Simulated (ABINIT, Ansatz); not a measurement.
# BeH2 (P-3m1): zone-centre phonons

Aim: the zone-centre modes of BeH2 (P-3m1).

Program: ABINIT 10.8.3. Level of theory: DFT LDA, scalar-relativistic, plane waves, PseudoDojo norm-conserving pseudopotentials. Results are calculated unless marked as measured.

Most raw output is cut from this account.

The structure was built from a prototype and need not be the compound's stable phase.

## Step 1: The starting structure

It takes space group P-3m1 (No. 164, trigonal). The conventional cell has a = 2.289 Å, b = 2.289 Å, c = 3.926 Å, α = 90.00°, β = 90.00°, γ = 120.00°. Nearest to Be lie 6 H at 1.59 Å. H has 3 Be at 1.59 Å nearest. Farther neighbours are not listed.

Coordinates:

```cif
data_structure
_symmetry_space_group_name_H-M 'P 1'
_symmetry_Int_Tables_number 1
_cell_length_a 2.2894
_cell_length_b 2.2894
_cell_length_c 3.9263
_cell_angle_alpha 90.000
_cell_angle_beta 90.000
_cell_angle_gamma 120.000
_cell_volume 17.82
loop_
_atom_site_label
_atom_site_type_symbol
_atom_site_fract_x
_atom_site_fract_y
_atom_site_fract_z
_atom_site_occupancy
Be1 Be 0.00000 0.00000 0.00000 1
H2 H 0.33333 0.66667 0.22386 1
H3 H 0.66667 0.33333 0.77614 1
```

## Step 2: Relaxing the cell and atoms

The harmonic expansion needs vanishing forces, and a free crystal bears no stress, so cell and atoms are brought to rest. Stress is more sensitive to the basis than forces are: the last 3 Ha under the cutoff are smoothed with ecutsm, and the cutoff is raised above that of the later runs.

The starting cell comes from a relaxation made beforehand in Ansatz (LDA, PseudoDojo NC).

Contents of relax.abi:

```
# relaxation
ionmov 2
optcell 2
dilatmx 1.08
ntime 40
tolmxf 1.0d-05
tolvrs 1.0d-14
prtwf 0
prtden 0
chksymtnons 0

# basis, mesh and filling
ecut 47.0
ecutsm 3.0
ngkpt 9 9 6
nshiftk 1
shiftk 0.0 0.0 0.0
istwfk *1
occopt 1
nband 3
nstep 100
diemac 9.0
prtebands 0
prtgsr 0
useylm 1

# cell and atoms
acell 3*1.0 Angstrom
rprim 
    2.289399968 0.0 0.0
    -1.144699984 1.982678531 0.0
    0.0 0.0 3.92626381
ntypat 2
znucl 4 1
natom 3
typat 1 2 2
xred 
    0.0 0.0 0.0
    1/3 2/3 0.2238639731
    2/3 1/3 0.7761360269
pp_dirpath "./pseudo"
pseudos "Be.upf, H.upf"
```

The run is started by

```bash
$ OMP_NUM_THREADS=1 mpirun -n 4 abinit relax.abi > relax.log
```

Wall time 29 s (4 MPI ranks of Arm Neoverse V1, shared host).

Step by step:

| step | energy less that of the first step (eV) | largest force (eV/Å) | volume (Å³) |
| --- | --- | --- | --- |
| 1 | 0.0000 | 0.0000 | 17.82 |
| 2 | 0.0000 | 0.0004 | 17.82 |
| 3 | 0.0000 | 0.0016 | 17.81 |
| 4 | 0.0000 | 0.0016 | 17.81 |
| 5 | 0.0000 | 0.0021 | 17.80 |
| 6 | 0.0000 | 0.0019 | 17.80 |
| 7 | 0.0000 | 0.0012 | 17.80 |
| 8 | 0.0000 | 0.0007 | 17.80 |
| 9 | 0.0000 | 0.0003 | 17.80 |
| 10 | 0.0000 | 0.0000 | 17.80 |
| 11 | 0.0000 | 0.0001 | 17.80 |

| conventional cell, symmetrised | before | after | change |
| --- | --- | --- | --- |
| a (Å) | 2.289 | 2.289 | -0.0 % |
| b (Å) | 2.289 | 2.289 | -0.0 % |
| c (Å) | 3.926 | 3.922 | -0.1 % |
| volume (Å³/atom) | 5.94 | 5.93 | -0.1 % |

Final coordinates:

```xyz
3
Lattice="2.2891 0.0000 0.0000 -1.1445 1.9824 0.0000 0.0000 0.0000 3.9218" Properties=species:S:1:pos:R:3 pbc="T T T"
Be    0.0000    0.0000    0.0000
H     0.0000    1.3216    0.8790
H     1.1445    0.6608    3.0428
```

This step gave:

| Property | Result |
| --- | --- |
| volume per atom | 5.932 Å³ |
| pressure | -0.001475 GPa |

## Step 3: Ground state

First-order wavefunctions inherit every error of the ground state, hence the very tight tolvrs. The mesh is shifted off Γ, since shifted meshes converge sums over the zone faster.

Contents of gs.abi:

```
# ground state
tolvrs 1.0d-16
prtden 1
prtwf 1

# basis, mesh and filling
ecut 38.0
ngkpt 9 9 6
nshiftk 1
shiftk 0.0 0.0 0.5
istwfk *1
occopt 1
nband 3
nstep 100
diemac 9.0
prtebands 0
prtgsr 0
useylm 1

# cell and atoms
acell 3*1.0 Angstrom
rprim 
    2.289061333 0.0 0.0
    -1.144530667 1.982385266 0.0
    0.0 0.0 3.921777633
ntypat 2
znucl 4 1
natom 3
typat 1 2 2
xred 
    0.0 0.0 0.0
    1/3 2/3 0.2241311228
    2/3 1/3 0.7758688772
pp_dirpath "./pseudo"
pseudos "Be.upf, H.upf"
```

The run is started by

```bash
$ OMP_NUM_THREADS=1 mpirun -n 4 abinit gs.abi > gs.log
```

Run time: 3.7 s. Hardware: 4 MPI ranks; 14 s of CPU time.

Read from the output:

| Quantity | Value |
| --- | --- |
| pressure | -0.7261 GPa |

The cell stands at -0.73 GPa: the relaxation ran with a smoothed and higher cutoff and on another k mesh.

## Step 4: Empty bands

Empty bands on the ground state's density check that the gap assumed so far is there in this cell.

Contents of gap.abi:

```
# empty bands on the ground state's density
iscf -2
getden_filepath "gso_DEN"
tolwfr 1.0d-12
nbdbuf 2
prtwf 0

# basis, mesh and filling
ecut 38.0
ngkpt 9 9 6
nshiftk 1
shiftk 0.0 0.0 0.0
istwfk *1
occopt 1
nband 7
nstep 100
diemac 9.0
prtebands 0
prtgsr 0
useylm 1

# cell and atoms
acell 3*1.0 Angstrom
rprim 
    2.289061333 0.0 0.0
    -1.144530667 1.982385266 0.0
    0.0 0.0 3.921777633
ntypat 2
znucl 4 1
natom 3
typat 1 2 2
xred 
    0.0 0.0 0.0
    1/3 2/3 0.2241311228
    2/3 1/3 0.7758688772
pp_dirpath "./pseudo"
pseudos "Be.upf, H.upf"
```

The run is started by

```bash
$ OMP_NUM_THREADS=1 mpirun -n 4 abinit gap.abi > gap.log
```

Elapsed: 3.4 s, on 4 MPI ranks; 13 s of CPU time.

Numbers from this step:

| Quantity | Value |
| --- | --- |
| gap on the k-mesh | 3.573 eV |

In this cell the gap on the mesh is 3.6 eV, indirect (smallest direct 3.8 eV), so fixed occupations hold.

## Step 5: Linear response at Γ

The derivative of the wavefunctions by k comes first, since the response to a field is built on it; then the field and the displacements that symmetry doesn't supply are solved at q = 0.

It reads the wavefunctions written in step 3.

Contents of dfpt_gamma.abi:

```
ndtset 2

# common to the responses
getwfk_filepath "gso_WFK"
kptopt 2
nqpt 1
qpt 0.0 0.0 0.0
asr 0
chneut 0

# d/dk
rfelfd1 2
rfdir1 1 1 1
iscf1 -3
tolwfr1 1.0d-20

# displacements, field
rfphon2 1
rfatpol2 1 3
rfdir2 1 1 1
rfelfd2 3
getddk2 1
tolvrs2 1.0d-10
prtwf2 0

# basis, mesh and filling
ecut 38.0
ngkpt 9 9 6
nshiftk 1
shiftk 0.0 0.0 0.5
istwfk *1
occopt 1
nband 3
nstep 100
diemac 9.0
prtebands 0
prtgsr 0
useylm 1

# cell and atoms
acell 3*1.0 Angstrom
rprim 
    2.289061333 0.0 0.0
    -1.144530667 1.982385266 0.0
    0.0 0.0 3.921777633
ntypat 2
znucl 4 1
natom 3
typat 1 2 2
xred 
    0.0 0.0 0.0
    1/3 2/3 0.2241311228
    2/3 1/3 0.7758688772
pp_dirpath "./pseudo"
pseudos "Be.upf, H.upf"
```

The run is started by

```bash
$ OMP_NUM_THREADS=1 mpirun -n 4 abinit dfpt_gamma.abi > dfpt_gamma.log
```

Elapsed: 47 s, on 4 MPI ranks; 3.1 min of CPU time.

Numbers from this step:

```yaml
miss_of_the_charge_sum_rule: 0.01493 e
largest_acoustic_frequency_at_the_zone_centre_before_the_sum_rule: 0.51 cm⁻¹
highest_optical_zone_centre_mode_no_lo_to_term: 1386 cm⁻¹
lowest_optical_zone_centre_mode: 769.6 cm⁻¹
mean_high_frequency_dielectric_constant: 5.807
largest_born_charge_in_size_third_of_the_trace: 1.679 e
```

Born charge (rows field, columns displacement), before the sum rule (e), principal values of the symmetric part by kind of site:

| atom | atoms with these values | low | middle | high | mean |
| --- | --- | --- | --- | --- | --- |
| Be1 | 1 | 0.60 | 2.22 | 2.22 | 1.68 |
| H2 | 2 | -1.10 | -1.10 | -0.30 | -0.83 |

In full for H2:

```
-1.10  0.00  0.00
 0.00 -1.10  0.00
 0.00  0.00 -0.30
```

High-frequency dielectric tensor:

```
6.82 0.00 0.00
0.00 6.82 0.00
0.00 0.00 3.79
```

The acoustic modes at Γ come out as far as 0.5 cm⁻¹ from zero, where they should vanish, a small numerical error; the Born charges miss their sum rule by 0.015 e, which is good.

## Step 6: Zone-centre analysis

anaddb reads the merged derivatives, imposes the acoustic sum rule and charge neutrality, and adds the LO-TO term along chosen directions.

Contents of anaddb.abi:

```
ddb_filepath "gamma_DDB"
output_file "anaddb.abo"
outdata_prefix "anaddb"
asr 1
chneut 1
enunit 2
eivec 1
nph1l 1
qph1l 0.0 0.0 0.0 1.0
dieflag 1
nph2l 3
qph2l 
    1.0 0.0 0.0 0.0
    0.0 0.0 1.0 0.0
    1.0 1.0 1.0 0.0
```

Contents of mrgddb.in:

```
gamma_DDB
merged
2
dfpt_gammao_DS2_DDB
gso_DDB
```

The run is started by

```bash
$ mrgddb < mrgddb.in > mrgddb.log
$ OMP_NUM_THREADS=1 anaddb anaddb.abi > anaddb.log
```

Elapsed: 0.5 s, on 1 thread.

This step gave:

- mean static dielectric constant: 15.20
- highest mode moved by the LO-TO term: 1370 cm⁻¹

No LO-TO term; unit eigenvectors of the mass-weighted matrix, from anaddb's displacements. The modes at Γ (shares of kinetic energy by element, %):

| mode | frequency (cm⁻¹) | Be % | H % |
| --- | --- | --- | --- |
| 1 | 0.0 | 82 | 18 |
| 2 | 0.0 | 82 | 18 |
| 3 | 0.0 | 82 | 18 |
| 4 | 769.6 | 18 | 82 |
| 5 | 769.6 | 18 | 82 |
| 6 | 1309.3 | 0 | 100 |
| 7 | 1309.3 | 0 | 100 |
| 8 | 1311.7 | 18 | 82 |
| 9 | 1385.9 | 0 | 100 |

Displacements in mode 4 (769.6 cm⁻¹), the largest set to 1:
```
Be1  0.06 -0.22  0.00
H2  -0.29  1.00  0.00
H3  -0.29  1.00  0.00
```

Displacements in mode 9 (1385.9 cm⁻¹), the largest set to 1:
```
Be1  0.00  0.00  0.00
H2   0.00  0.00  1.00
H3   0.00  0.00 -1.00
```

Static dielectric tensor (ions relaxed, fixed cell):

```
20.73  0.00  0.00
 0.00 20.73  0.00
 0.00  0.00  4.13
```

The rule moves no optical mode by more than 0.1 cm⁻¹.

## Step 7: Cross-check with Ansatz

The same cell, potentials and cutoff go through another code, on another k mesh. Its k mesh is centred on Γ.

This step: DFT LDA, scalar-relativistic, plane waves, PseudoDojo norm-conserving pseudopotentials (Ansatz 0.2.0).

Contents of input.yaml:

```yaml
crystal:
  lattice:
    - [2.2890613335, 0.0, 0.0]
    - [-1.1445306667, 1.9823852656, 0.0]
    - [0.0, 0.0, 3.9217776333]
  atoms:
    - { symbol: Be, position: [0.0, 0.0, 0.0] }
    - { symbol: H, position: [0.3333333333, 0.6666666667, 0.2241311228] }
    - { symbol: H, position: [0.6666666667, 0.3333333333, 0.7758688772] }
kpoints:
  mp_grid: { grid: [9, 9, 6] }
hamiltonian:
  xc: lda
  pseudopotentials: { kind: nc, accuracy: standard }
scf:
  occupations: { method: fixed }
output:
  eigenvalues: true
basis:
  ecutwfc: 1034.033
phonons:
  method: dfpt
  dielectric: true
  rigid_motions: translations
```

The run is started by

```bash
$ ansatz run input.yaml --threads 4 --pin off --max-ram 8192MiB --backend cpu --events-out ev --progress --plain --runs-dir out
```

Run time: 11 s. Hardware: 4 threads; peak memory 0.45 GiB; 43 s of CPU time.

This step gave:

```yaml
sum_rule_residual_before_enforcement: 2.16e-4 eV/Å²
miss_of_the_charge_sum_rule: 0.003058 e
estimated_error_of_the_dielectric_tensor: 0.02542
estimated_error_of_the_born_charges: 0.01489 e
mean_high_frequency_dielectric_constant: 5.872
largest_born_charge_in_size_third_of_the_trace: 1.681 e
mean_static_dielectric_constant: 15.32
highest_mode_moved_by_the_lo_to_term: 1371 cm⁻¹
```

Transverse modes. Lines of the infrared spectrum (strongest = 100):

| position (cm⁻¹) | label | IR intensity ((D/Å)²/amu), degenerate modes summed, relative |
| --- | --- | --- |
| 770 | Eu | 100 |
| 1309 | Eg | 0.0 |
| 1312 | A2u | 3.6 |
| 1386 | A1g | 0.0 |

The log warns that the force constants on this k mesh are to be taken as unconverged.

## Step 8: Side by side: ABINIT PseudoDojo and Ansatz, PseudoDojo

Numbers from this step:

```yaml
root_mean_square_difference: 0.06 cm⁻¹
largest_difference: 0.1 cm⁻¹
```

Frequencies side by side, by row:

| q (reciprocal lattice) | mode | ABINIT PseudoDojo (cm⁻¹) | Ansatz, PseudoDojo (cm⁻¹) |
| --- | --- | --- | --- |
| 0 0 0 | 1 | 0 | 0 |
| 0 0 0 | 2 | 0 | 0 |
| 0 0 0 | 3 | 0 | 0 |
| 0 0 0 | 4 | 769.6 | 769.6 |
| 0 0 0 | 5 | 769.6 | 769.6 |
| 0 0 0 | 6 | 1309 | 1309 |
| 0 0 0 | 7 | 1309 | 1309 |
| 0 0 0 | 8 | 1312 | 1312 |
| 0 0 0 | 9 | 1386 | 1386 |

The two runs side by side. Further quantities:

| quantity | ABINIT PseudoDojo | Ansatz, PseudoDojo |
| --- | --- | --- |
| mean ε∞ | 5.807 | 5.872 |
| largest Born charge in size (e; the first before, the second after the charge sum rule) | 1.679 | 1.681 |

At the zone centre the largest difference (acoustic modes at Γ apart) is 0.007 % of the highest mode.

## Step 9: Summary of results

| Quantity | Value |
| --- | --- |
| space group after relaxation | P-3m1 |
| volume per atom | 5.93 Å³ |
| highest optical zone-centre mode (no LO-TO term) | 1386 cm⁻¹ |
| lowest optical zone-centre mode | 769.6 cm⁻¹ |
| highest mode moved by the LO-TO term | 1370 cm⁻¹ |
| mean high-frequency dielectric constant | 5.81 |
| largest Born charge in size (third of the trace) | 1.68 e |
| mean static dielectric constant | 15.2 |
| imaginary optical modes at the zone centre (no q mesh in this session) | none |
| largest difference from Ansatz, PseudoDojo | 0.1 cm⁻¹ |

**Reading.** At the LDA level the optical modes of BeH2 (P-3m1) at the zone centre (no LO-TO term) run from 770 to 1386 cm⁻¹. The base run prints -0.73 GPa, mostly the error of a finite basis; the relaxation, with a smoothed and higher cutoff, had brought the cell to rest. Along the directions run, the highest mode that the macroscopic field moves lies at 1370 cm⁻¹. Lattice motion raises the mean dielectric constant from 5.807 to 15.20. ABINIT PseudoDojo and Ansatz, PseudoDojo agree to 0.10 cm⁻¹ (0.007 % of the highest mode compared) on all solved modes but the acoustic ones at Γ, without the LO-TO term. These are harmonic frequencies at zero temperature: anharmonic shifts and linewidths and thermal expansion are left out. Ansatz warns that the cutoff lies 14 % under the one recommended for these files; agreement at one cutoff is not convergence. Ansatz's log warns that force constants on this k mesh are to be taken as unconverged. The structure is a hypothetical one, built on a prototype.

[Host names and launcher messages were left out of these logs when they were recorded.]

[Logs are printed without paths, hosts, clocks, repeated set-up lines and the standing remarks that a program may print on its own settings, such as how far it seeks lower states.]

[Hosts, paths, dates, database ids (printed as entryN), source tags and the programs' standing remarks are cut or masked in the printed files.]
